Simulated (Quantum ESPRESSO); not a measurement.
**MnCuAs: which magnetic order is lowest**

Does MnCuAs prefer parallel or opposed moments, or none?

Program: Quantum ESPRESSO 7.5. Level of theory: LDA; plane waves with GBRV 1.5 LDA potentials, no spin-orbit coupling. Results are calculated unless marked as measured.

## Step 1: The structure

The structure is tetragonal, space group P4/nmm (No. 129). The conventional cell has a = 3.699 Å, b = 3.699 Å, c = 6.408 Å, α = 90.00°, β = 90.00°, γ = 90.00°. Nearest to Mn lie 5 As at 2.49 to 2.64 Å and 4 Cu at 2.84 Å. Nearest to Cu lie 4 As at 2.56 Å and 4 Cu at 2.62 Å and 4 Mn at 2.84 Å. As has 5 Mn at 2.49 to 2.64 Å and 4 Cu at 2.56 Å nearest. Farther neighbours are not listed.

The cell comes from Materials Project 2023-11-01, a database of computed structures, and need not be the stable phase.

## Step 2: Run 1, typed as ferro ++

The signs are those of the starting moments on the seeded atoms, the atoms that are given a moment.

The input, pw.in:

```
&CONTROL
  calculation = 'scf'
  prefix = 'pwscf'
  outdir = './tmp'
  pseudo_dir = './pseudo'
  disk_io = 'nowf'
/
&SYSTEM
  ibrav = 0
  celldm(1) = 8
  nat = 6
  ntyp = 3
  ecutwfc = 40
  ecutrho = 280
  nbnd = 54
  occupations = 'smearing'
  smearing = 'fd'
  degauss = 0.00734986
  nspin = 2
  starting_magnetization(1) = 0.2333
  starting_magnetization(2) = 0
  starting_magnetization(3) = 0
/
&ELECTRONS
  conv_thr = 1.2d-08
  electron_maxstep = 150
  mixing_beta = 0.3
/
ATOMIC_SPECIES
Mn     54.9380 mn_lda_v1.5.uspp.F.UPF
Cu     63.5460 cu_lda_v1.2.uspp.F.UPF
As     74.9216 as_lda_v1.uspp.F.UPF
CELL_PARAMETERS alat
   0.8738780988147    0.0000000000000    0.0000000000000
   0.0000000000000    0.8738780988147    0.0000000000000
   0.0000000000000    0.0000000000000    1.5137703088783
ATOMIC_POSITIONS crystal
Mn      0.0000000000    0.5000000000    0.1640200000
Mn      0.5000000000    0.0000000000    0.8359800000
Cu      0.0000000000    0.0000000000    0.5000000000
Cu      0.5000000000    0.5000000000    0.5000000000
As      0.0000000000    0.5000000000    0.7762460000
As      0.5000000000    0.0000000000    0.2237540000
K_POINTS automatic
8 8 4 0 0 0
```

Run with:

```console
$ OMP_NUM_THREADS=1 mpirun -n 4 pw.x -nk 4 -in pw.in > pw.out
```

The log of the run:

```text
Program PWSCF v.7.5 starts

     Message from routine setup:
     using ibrav=0 with symmetry is DISCOURAGED, use correct ibrav instead

     K-points division:     npool     =       4
     Subspace diagonalization in iterative solution of the eigenvalue problem:

     G-vector sticks info
     --------------------
     sticks:   dense  smooth     PW     G-vecs:    dense   smooth      PW
     Sum        1093     621    185                47069    20229    3395

     Using Slab Decomposition

     bravais-lattice index     =            0
     lattice parameter (alat)  =       8.0000  a.u.
     unit-cell volume          =     591.8773 (a.u.)^3
     number of atoms/cell      =            6
     number of atomic types    =            3
     number of electrons       =        78.00
     number of Kohn-Sham states=           54
     kinetic-energy cutoff     =      40.0000  Ry
     charge density cutoff     =     280.0000  Ry
     scf convergence threshold =      1.2E-08
     mixing beta               =       0.3000
     number of iterations used =            8  plain     mixing
     Exchange-correlation= SLA  PZ   NOGX NOGC
                           (   1   1   0   0   0   0   0)

     celldm(1)=   8.000000  celldm(2)=   0.000000  celldm(3)=   0.000000
     celldm(4)=   0.000000  celldm(5)=   0.000000  celldm(6)=   0.000000

     crystal axes: (cart. coord. in units of alat)
               a(1) = (   0.873878   0.000000   0.000000 )
               a(2) = (   0.000000   0.873878   0.000000 )
               a(3) = (   0.000000   0.000000   1.513770 )

     reciprocal axes: (cart. coord. in units 2 pi/alat)
               b(1) = (  1.144324  0.000000  0.000000 )
               b(2) = (  0.000000  1.144324  0.000000 )
               b(3) = (  0.000000  0.000000  0.660602 )

     PseudoPot. # 1 for Mn read from file:
     mn_lda_v1.5.uspp.F.UPF
     Pseudo is Ultrasoft + core correction, Zval = 15.0
     Generated by new atomic code, or converted to UPF format
     Using radial grid of  859 points,  6 beta functions with:
                l(1) =   0
                l(2) =   0
                l(3) =   1
                l(4) =   1
                l(5) =   2
                l(6) =   2
     Q(r) pseudized with  8 coefficients,  rinner =    0.950   0.950   0.950
                                                       0.950   0.950

     PseudoPot. # 2 for Cu read from file:
     cu_lda_v1.2.uspp.F.UPF
     Pseudo is Ultrasoft + core correction, Zval = 19.0
     Generated by new atomic code, or converted to UPF format
     Using radial grid of  867 points,  6 beta functions with:
                l(1) =   0
                l(2) =   0
                l(3) =   1
                l(4) =   1
                l(5) =   2
                l(6) =   2
     Q(r) pseudized with  8 coefficients,  rinner =    1.150   1.150   1.150
                                                       1.150   1.150

     PseudoPot. # 3 for As read from file:
     as_lda_v1.uspp.F.UPF
     Pseudo is Ultrasoft + core correction, Zval =  5.0
     Generated by new atomic code, or converted to UPF format
     Using radial grid of  875 points,  6 beta functions with:
                l(1) =   0
                l(2) =   0
                l(3) =   1
                l(4) =   1
                l(5) =   2
                l(6) =   2
     Q(r) pseudized with  8 coefficients,  rinner =    1.300   1.300   1.300
                                                       1.300   1.300

     atomic species   valence    mass     pseudopotential
     Mn               15.00    54.93800     Mn( 1.00)
     Cu               19.00    63.54600     Cu( 1.00)
     As                5.00    74.92160     As( 1.00)

     Starting magnetic structure
     atomic species   magnetization
     Mn              0.233
     Cu              0.000
     As              0.000

     16 Sym. Ops., with inversion, found ( 8 have fractional translation)

   Cartesian axes

     site n.     atom                  positions (alat units)
         1        Mn     tau(   1) = (   0.0000000   0.4369390   0.2482886  )
         2        Mn     tau(   2) = (   0.4369390   0.0000000   1.2654817  )
         3        Cu     tau(   3) = (   0.0000000   0.0000000   0.7568852  )
         4        Cu     tau(   4) = (   0.4369390   0.4369390   0.7568852  )
         5        As     tau(   5) = (   0.0000000   0.4369390   1.1750581  )
         6        As     tau(   6) = (   0.4369390   0.0000000   0.3387122  )

     number of k points=    45  Fermi-Dirac smearing, width (Ry)=  0.0073
                       cart. coord. in units 2pi/alat
        k(    1) = (   0.0000000   0.0000000   0.0000000), wk =   0.0039062
        k(    2) = (   0.0000000   0.0000000   0.1651506), wk =   0.0078125
        k(    3) = (   0.0000000   0.0000000  -0.3303011), wk =   0.0039062
        k(    4) = (   0.0000000   0.1430405   0.0000000), wk =   0.0156250
        k(    5) = (   0.0000000   0.1430405   0.1651506), wk =   0.0312500
        [... 40 further k-points ...]

     Dense  grid:    47069 G-vectors     FFT dimensions: (  40,  40,  72)

     Smooth grid:    20229 G-vectors     FFT dimensions: (  30,  30,  50)

     Check: negative core charge=   -0.000023
     Generating pointlists ...
     new r_m :   0.2421 (alat units)  1.9371 (a.u.) for type    1
     new r_m :   0.2495 (alat units)  1.9958 (a.u.) for type    2
     new r_m :   0.2421 (alat units)  1.9371 (a.u.) for type    3

     Initial potential from superposition of free atoms

     starting charge      74.9994, renormalised to      78.0000
     Starting wfcs are   60 randomized atomic wfcs

     Self-consistent Calculation

     iteration #  1     ecut=    40.00 Ry     beta= 0.30
     Davidson diagonalization with overlap
     ethr =  1.00E-02,  avg # of iterations =  3.1

     total energy              =   -1303.63262825 Ry
     estimated scf accuracy    <      15.80835526 Ry

     total magnetization       =     3.36 Bohr mag/cell
     absolute magnetization    =     3.59 Bohr mag/cell

     iteration #  2     ecut=    40.00 Ry     beta= 0.30
     Davidson diagonalization with overlap
     ethr =  1.00E-02,  avg # of iterations =  2.9

     total energy              =   -1301.71773265 Ry
     estimated scf accuracy    <     106.30164496 Ry

     total magnetization       =     0.56 Bohr mag/cell
     absolute magnetization    =     0.66 Bohr mag/cell

     iteration #  3     ecut=    40.00 Ry     beta= 0.30
     Davidson diagonalization with overlap
     ethr =  1.00E-02,  avg # of iterations =  2.0

     total energy              =   -1308.86737152 Ry
     estimated scf accuracy    <       3.08693621 Ry

     total magnetization       =     5.46 Bohr mag/cell
     absolute magnetization    =     5.92 Bohr mag/cell

     [... further iterations left out ...]

     iteration # 13     ecut=    40.00 Ry     beta= 0.30
     Davidson diagonalization with overlap
     ethr =  9.48E-09,  avg # of iterations =  3.7

     total energy              =   -1309.03577420 Ry
     estimated scf accuracy    <       0.00000930 Ry

     total magnetization       =     6.81 Bohr mag/cell
     absolute magnetization    =     7.16 Bohr mag/cell

     iteration # 14     ecut=    40.00 Ry     beta= 0.30
     Davidson diagonalization with overlap
     ethr =  9.48E-09,  avg # of iterations =  1.2

     total energy              =   -1309.03577537 Ry
     estimated scf accuracy    <       0.00000019 Ry

     total magnetization       =     6.82 Bohr mag/cell
     absolute magnetization    =     7.16 Bohr mag/cell

     iteration # 15     ecut=    40.00 Ry     beta= 0.30
     Davidson diagonalization with overlap
     ethr =  2.49E-10,  avg # of iterations =  4.2

     total energy              =   -1309.03577543 Ry
     estimated scf accuracy    <       0.00000007 Ry

     total magnetization       =     6.82 Bohr mag/cell
     absolute magnetization    =     7.16 Bohr mag/cell

     iteration # 16     ecut=    40.00 Ry     beta= 0.30
     Davidson diagonalization with overlap
     ethr =  9.55E-11,  avg # of iterations =  2.7

     Magnetic moment per site  (integrated on atomic sphere of radius R)
     atom   1 (R=0.242)  charge= 13.1799  magn=  3.2016
     atom   2 (R=0.242)  charge= 13.1799  magn=  3.2016
     atom   3 (R=0.249)  charge= 17.8242  magn=  0.0334
     atom   4 (R=0.249)  charge= 17.8242  magn=  0.0334
     atom   5 (R=0.242)  charge=  2.8116  magn= -0.0229
     atom   6 (R=0.242)  charge=  2.8116  magn= -0.0229

     End of self-consistent calculation

     [... lines left out ...]
     the Fermi energy is    13.1837 ev

!    total energy              =   -1309.03577544 Ry
     estimated scf accuracy    <          8.0E-09 Ry
     smearing contrib. (-TS)   =      -0.00988601 Ry
     internal energy E=F+TS    =   -1309.02588943 Ry

     The total energy is F=E-TS. E is the sum of the following terms:
     one-electron contribution =    -975.96090140 Ry
     hartree contribution      =     524.87563108 Ry
     xc contribution           =    -191.49953279 Ry
     ewald contribution        =    -666.44108633 Ry

     total magnetization       =     6.82 Bohr mag/cell
     absolute magnetization    =     7.16 Bohr mag/cell

     convergence has been achieved in  16 iterations

=------------------------------------------------------------------------------=
   JOB DONE.
=------------------------------------------------------------------------------=
```

Run time: 46 s. Hardware: 4 MPI ranks of Intel Xeon 6975P-C (Granite Rapids), shared host; peak memory 0.67 GiB; 3.1 min of CPU time.

Spin moment in the atom's sphere by atom:

```csv
atom,spin moment in the atom's sphere (μB)
Mn1,3.20
Mn2,3.20
Cu3,0.03
Cu4,0.03
As5,-0.02
As6,-0.02
```

Read from the output:

```
smearing term TS       : 0.1345 eV
magnetization          : 6.817 μB
absolute magnetization : 7.158 μB
final state            : ferromagnetic
```

[end of part 1 of 2]

[Logs and program files are shortened in this print: banners, set-up blocks, solver, clock and traceback lines can be left out without a mark of their own.]

[Logs are printed without paths, hosts, clocks, repeated set-up lines and the standing remarks that a program may print on its own settings, such as how far it seeks lower states.]

[Hosts, paths, dates, database ids (printed as entryN), source tags and the programs' standing remarks are cut or masked in the printed files.]

[Where a cell is said to come from a database of computed structures, the database is the Materials Project.]
